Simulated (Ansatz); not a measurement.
**Phonons of Ni3PbC antiperovskite**

The plan: relax Ni3PbC antiperovskite, check its phonons, and, if the lattice is stable, compute its Eliashberg function and ρ(T).

Main program and level: Ansatz 0.2.0; DFT PBE, scalar-relativistic, plane waves, PAW.

Report form: the programs' logs are mostly left out.

The structure was built from a prototype and need not be the compound's stable phase.

### 1. Set-up

The structure is cubic, space group Pm-3m (No. 221). Conventional cell: a = 4.062 Å, b = 4.062 Å, c = 4.062 Å, α = 90.00°, β = 90.00°, γ = 90.00°. Nearest to Pb lie 12 Ni at 2.87 Å. Nearest to Ni lie 2 C at 2.03 Å and 8 Ni at 2.87 Å and 4 Pb at 2.87 Å. Nearest to C lie 6 Ni at 2.03 Å. Farther neighbours are not listed.

### 2. Rough relaxation

The start is far from rest, so a relaxation with loose thresholds does the first part.

Contents of input.yaml:

```yaml
crystal:
  lattice:
    - [4.0622, 0.0, 0.0]
    - [0.0, 4.0622, 0.0]
    - [0.0, 0.0, 4.0622]
  atoms:
    - { symbol: Pb, position: [0.0, 0.0, 0.0] }
    - { symbol: Ni, position: [0.5, 0.5, 0.0] }
    - { symbol: Ni, position: [0.5, 0.0, 0.5] }
    - { symbol: Ni, position: [0.0, 0.5, 0.5] }
    - { symbol: C, position: [0.5, 0.5, 0.5] }
kpoints:
  mp_grid: { grid: [6, 6, 6] }
hamiltonian:
  xc: pbe
scf:
  occupations: { method: gaussian, width: 0.1 }
output:
  forces: true
  stress: true
  eigenvalues: true
relax:
  adjacent_minimum: "off"
  f_tol: 0.05
  max_steps: 80
  cell: { stress_tol: 0.5 }
```

Run with:

```
> ansatz run input.yaml --threads 4 --pin off --max-ram 16384MiB --backend cpu --events-out ev --progress --plain --runs-dir out
```

Wall time 5.8 s (4 threads of Arm Neoverse V1, shared host); peak memory 0.43 GiB.

Relaxation path:

```tsv
step	energy less that of the first step (eV)	largest force component (eV/Å)	pressure (GPa)	volume (Å³)
1	0.0000	0.0000	-10.60	67.03
2	-0.1791	0.0000	-3.11	63.06
3	-0.1926	0.0000	0.62	61.55
4	-0.1929	0.0000	-0.03	61.79
5*	-0.1890	0.0000	-0.04	61.79
```

Relaxation steps marked * repeat the geometry before them on a plane-wave basis chosen anew for their cell, so energy and pressure can jump there.

The run keeps the 48 symmetry operations that it works with, so distortions that break them were not tested.

```tsv
conventional cell, symmetrised	before	after	change
a (Å)	4.062	3.953	-2.7 %
b (Å)	4.062	3.953	-2.7 %
c (Å)	4.062	3.953	-2.7 %
volume (Å³/atom)	13.41	12.36	-7.8 %
```

The relaxed structure:

```xyz
5
Lattice="3.9534 0.0000 0.0000 0.0000 3.9534 0.0000 0.0000 0.0000 3.9534" Properties=species:S:1:pos:R:3 pbc="T T T"
Pb    0.0000    0.0000    0.0000
Ni    1.9767    1.9767    0.0000
Ni    1.9767    0.0000    1.9767
Ni    0.0000    1.9767    1.9767
C     1.9767    1.9767    1.9767
```

This step gave:

* pressure: -0.04460 GPa
* volume per atom: 12.36 Å³
* metallic on mesh: yes
* gap on the k-mesh: 0 eV

The largest force is now zero by symmetry and the largest stress component 0.045 GPa.

### 3. Relaxation

Lattice constant and positions set the bands and the force constants, so the cell is relaxed first.

input.yaml, the sections that differ from step 2:

```yaml
crystal:
  lattice:
    - [3.9534438163, 0.0, 0.0]
    - [0.0, 3.9534438163, 0.0]
    - [0.0, 0.0, 3.9534438163]
  atoms:
    - { symbol: Pb, position: [0.0, 0.0, 0.0] }
    - { symbol: Ni, position: [0.5, 0.5, 0.0] }
    - { symbol: Ni, position: [0.5, 0.0, 0.5] }
    - { symbol: Ni, position: [0.0, 0.5, 0.5] }
    - { symbol: C, position: [0.5, 0.5, 0.5] }
relax:
  adjacent_minimum: "off"
  f_tol: 0.005
  max_steps: 80
  cell: { stress_tol: 0.05 }
# kpoints, hamiltonian, scf, output: as in step 2
```

Run time: 2.5 s. Hardware: 4 threads; peak memory 0.42 GiB; 8.7 s of CPU time.

Little changed from the start: no atom moved by 0.005 Å and no cell edge by 0.1 %.

This step gave:

| Item | Value |
| --- | --- |
| pressure | -0.04461 GPa |

The largest force is now zero by symmetry and the largest stress component 0.045 GPa, small enough for phonons.

### 4. Phonons: q 2×2×2, k 4×4×4

Couplings are defined for a stable lattice alone, so phonons come first.

input.yaml, the sections that differ from step 3:

```yaml
kpoints:
  mp_grid: { grid: [4, 4, 4] }
scf:
  occupations: { method: methfessel_paxton, width: 0.2 }
output:
  eigenvalues: true
phonons:
  method: dfpt
  qmesh: [2, 2, 2]
  temperatures: { t_max: 1000, t_step: 50 }
  qpath:
    path:
      - [[0.0, 0.0, 0.0], [0.0, 0.5, 0.0], [0.5, 0.5, 0.0], [0.0, 0.0, 0.0], [0.5, 0.5, 0.5], [0.0, 0.5, 0.0]]
      - [[0.5, 0.5, 0.5], [0.5, 0.5, 0.0]]
    npoints: 10
# crystal, hamiltonian: as in step 3
# relax: removed
```

It took 76 s on 4 threads; peak memory 0.63 GiB; 4.8 min of CPU time.

This step gave:

```yaml
share_of_imaginary_modes_in_the_plain_interpolation_between_solved_wavevectors: 0.1369
highest_frequency_solved_or_plainly_interpolated: 577.1 cm⁻¹
```

Solved on the 2×2×2 mesh alone; all other wavevectors are interpolated. Phonon branches along the path, in cm⁻¹:

```tsv
point	branch 1	branch 2	branch 3	branch 4	branch 12	branch 13	branch 14	branch 15
Γ	0	0	0	64	150	452	452	452
halfway	-51	30	30	86	147	454	454	500
X	-111	43	43	79	181	457	457	550
halfway	-82	8	40	42	179	464	517	564
M	-41	-41	-20	29	182	470	577	577
halfway	-53	18	33	75	162	459	508	508
Γ	0	0	0	64	150	452	452	452
halfway	-56	-56	57	86	180	513	513	513
R	-50	-50	-50	117	238	567	567	567
halfway	-57	-55	-34	82	197	517	518	568
X	-111	43	43	79	181	457	457	550
jump to R	-50	-50	-50	117	238	567	567	567
halfway	-52	-52	-45	91	213	518	572	572
M	-41	-41	-20	29	182	470	577	577
```

Lowest modes at the softest wavevector of the mesh. The modes at q = (0.500, 0.000, 0.000) (shares of kinetic energy by element, %) (negative means imaginary):

```tsv
mode	frequency (cm⁻¹)	Pb %	Ni %	C %
1	-111.2	0	99	1
2	43.0	57	43	0
3	43.0	57	43	0
4	78.6	0	100	0
5	82.3	0	98	2
6	82.3	0	98	2
```

Displacements in mode 1 (-111.2 cm⁻¹), the largest set to 1, in the home cell:
```
Pb1  0.00  0.00  0.00
Ni2  1.00  0.00  0.00
Ni3  1.00  0.00  0.00
Ni4  0.00  0.00  0.00
C5  -0.26  0.00  0.00
```

Displacements in mode 5 (82.3 cm⁻¹), the largest set to 1, in the home cell:
```
Pb1  0.00  0.00  0.00
Ni2  0.00 -0.07 -0.50
Ni3  0.00 -0.03 -1.00
Ni4  0.00  0.00  0.00
C5   0.00 -0.02 -0.34
```

Among the solved wavevectors the lowest mode, translations apart, is -111 cm⁻¹, imaginary.

### 5. Lattice stability: q 2×2×2, k 6×6×6

An imaginary mode on so few k-points may come from the sampling, so the phonons are repeated with another k mesh.

input.yaml, as its differences from that of step 4:

```diff
@@ -12,3 +12,3 @@
 kpoints:
-  mp_grid: { grid: [4, 4, 4] }
+  mp_grid: { grid: [6, 6, 6] }
 hamiltonian:
```

The mesh is denser.

Elapsed: 2.7 min, on 4 threads; peak memory 0.88 GiB.

Numbers from this step:

```
share of imaginary modes in the plain interpolation between solved wavevectors : 0.1006
highest frequency, solved or plainly interpolated                              : 578.5 cm⁻¹
```

Solved on the 2×2×2 mesh alone; all other wavevectors are interpolated. The phonon branches at the labelled points (cm⁻¹):

```tsv
point	branch 1	branch 2	branch 3	branch 4	branch 12	branch 13	branch 14	branch 15
Γ	0	0	0	72	151	451	451	451
halfway	32	32	44	71	150	455	455	507
X	-25	43	43	70	175	459	459	565
halfway	-35	38	41	52	182	464	519	572
M	-25	-25	23	23	191	469	578	578
halfway	-31	34	53	64	166	459	513	513
Γ	0	0	0	72	151	451	451	451
halfway	-40	-40	79	79	188	517	517	518
R	-37	-37	-37	114	258	575	575	575
halfway	-42	-27	25	79	207	520	521	574
X	-25	43	43	70	175	459	459	565
jump to R	-37	-37	-37	114	258	575	575	575
halfway	-41	-41	8	89	228	522	576	576
M	-25	-25	23	23	191	469	578	578
```

Lowest modes at the softest wavevector of the mesh. Modes at q = (0.500, 0.500, 0.500), with each element's share of the kinetic energy (negative means imaginary):

```tsv
mode	frequency (cm⁻¹)	Pb %	Ni %	C %
1	-36.6	52	48	0
2	-36.6	52	48	0
3	-36.6	52	48	0
4	114.0	0	100	0
5	114.0	0	100	0
6	114.0	0	100	0
```

Displacements in mode 3 (-36.6 cm⁻¹), the largest set to 1, in the home cell:
```
Pb1  0.79  0.21 -0.04
Ni2  0.26  1.00  0.00
Ni3 -0.06  0.00  1.00
Ni4  0.00 -0.06  0.26
C5   0.00  0.00  0.00
```

Displacements in mode 5 (114.0 cm⁻¹), the largest set to 1, in the home cell:
```
Pb1  0.00  0.00  0.00
Ni2  0.01 -1.00  0.00
Ni3  0.01  0.00  1.00
Ni4  0.00 -0.01 -0.01
C5   0.00  0.00  0.00
```

The modes has structure finer than the step of the table below, so its rows give means over 20 cm⁻¹, whole bins alone (the curve runs from -54.9 to 604 cm⁻¹). Peaks (cm⁻¹: height): C 463.4: 0.0310, 500.7: 0.0235, 525.6: 0.0248, 546.3: 0.0276, 567.1: 0.0394; Ni -38.3: 0.0402, 77.8: 0.112, 131.7: 0.117; Pb -38.3: 0.0258, 28.0: 0.0124, 127.5: 0.0614.

Phonopy on the run's constants, 15x15x15 mesh, Gaussian sigma 4.7 cm⁻¹. Modes against wavenumber; means over each step; values in 1/cm⁻¹/cell:

```tsv
wavenumber (cm⁻¹)	C	Ni	Pb
-40	2.0e-5	0.0291	0.0185
-20	2.5e-5	0.0141	0.00817
0	2.0e-5	0.00351	0.00263
20	1.1e-4	0.0118	0.00899
40	6.0e-5	0.0220	0.0108
60	1.0e-4	0.0547	0.00808
80	2.0e-4	0.0888	0.00245
100	0.00227	0.0391	0.0155
120	0.00259	0.0687	0.0430
140	0.00114	0.0636	0.0298
160	3.2e-4	0.00902	0.00106
180	3.7e-4	0.0179	1.2e-4
200	2.0e-4	0.0109	3.2e-5
220	7.7e-5	0.00512	5.6e-6
240	2.1e-5	0.00267	0
260	4.7e-7	5.0e-4	0
280	0	6.7e-7	0
300	0	0	0
320	0	0	0
340	0	0	0
360	0	0	0
380	0	0	0
400	0	0	0
420	0	0	0
440	0.00110	1.7e-4	8.0e-7
460	0.0231	0.00299	9.7e-6
480	0.0215	0.00207	1.0e-5
500	0.0175	0.00107	1.4e-5
520	0.0172	6.0e-4	1.4e-5
540	0.0175	3.1e-4	1.7e-5
560	0.0280	1.7e-4	2.5e-5
580	0.0164	2.3e-5	1.9e-5
```

No LO-TO term; unit eigenvectors of the mass-weighted matrix. Modes at Γ, with each element's share of the kinetic energy:

```tsv
mode	frequency (cm⁻¹)	symmetry	Pb %	Ni %	C %
1	0.0	T1u	52	45	3
2	0.0	T1u	52	45	3
3	0.0	T1u	52	45	3
4	71.5	T2u	0	100	0
5	71.5	T2u	0	100	0
6	71.5	T2u	0	100	0
7	85.7	T1u	19	70	11
8	85.7	T1u	19	70	11
9	85.7	T1u	19	70	11
10	151.3	T1u	28	71	1
11	151.3	T1u	28	71	1
12	151.3	T1u	28	71	1
13	450.9	T1u	0	15	85
14	450.9	T1u	0	15	85
15	450.9	T1u	0	15	85
```

Displacements in mode 4 (71.5 cm⁻¹), the largest set to 1:
```
Pb1  0.00  0.00  0.00
Ni2 -0.10 -0.33  0.00
Ni3  0.10  0.00  1.00
Ni4  0.00  0.33 -1.00
C5   0.00  0.00  0.00
```

Displacements in mode 11 (151.3 cm⁻¹), the largest set to 1:
```
Pb1  0.00 -0.04 -0.48
Ni2  0.01  0.08 -0.23
Ni3  0.01 -0.02  1.00
Ni4  0.00  0.08  1.00
C5   0.00 -0.03 -0.34
```

Among the solved wavevectors the lowest mode, translations apart, is -36.6 cm⁻¹, imaginary.

### 6. Coupling and resistivity: q 2×2×2, k 6×6×6, scattering 8×8×8

Phonons, couplings and the Boltzmann equation in one run.

input.yaml, as its differences from that of step 5:

```diff
@@ -28 +28,4 @@
     npoints: 10
+  electrical_resistivity:
+    mesh: [8, 8, 8]
+    temperatures: [20.0, 50.0, 77.0, 100.0, 150.0, 200.0, 300.0, 400.0, 600.0, 800.0]
```

Elapsed: 2.9 min, on 4 threads; peak memory 0.89 GiB.

The run ended with an error.

The program's message: “electrical resistivity: the mode of lowest frequency at the wavevector [0.2500, 0.3750, 0.3750] is imaginary, -44.18 cm⁻¹ (written negative): the force constants describe an unstable lattice; relax th …”

The run stops because a mode is imaginary on the scattering mesh, where no scattering rate is defined; denser k meshes, other smearings and, between solved wavevectors, finer q meshes show whether the instability is real.

### 7. Summary of results

```json
{"phonon run of the rows without a label of their own": "PBE, q 2×2×2, k 6×6×6", "softest mode on the q mesh": "-36.6 cm⁻¹ at q = (0.5, 0.5, 0.5)", "highest frequency, solved or plainly interpolated": "578 cm⁻¹"}
```

What this shows: The lattice is dynamically unstable at this level: a mode at q = (0.5, 0.5, 0.5) is imaginary, 36.6i cm⁻¹, so no harmonic coupling constant or resistivity is defined for this structure. These meshes are coarse, and single modes of a metal can move by tens of cm⁻¹ with the k mesh. The mode is weak and these meshes are coarse, so a denser k mesh or another smearing could remove it. Spin–orbit coupling, left out here, matters for Pb. The phonon runs are not spin-polarised. The structure was built by hand as an ordered model, and its stability against other phases was not tested.

[Logs are printed without paths, hosts, clocks, repeated set-up lines and the standing remarks that a program may print on its own settings, such as how far it seeks lower states.]

[Hosts, paths, dates, database ids (printed as entryN), source tags and the programs' standing remarks are cut or masked in the printed files.]
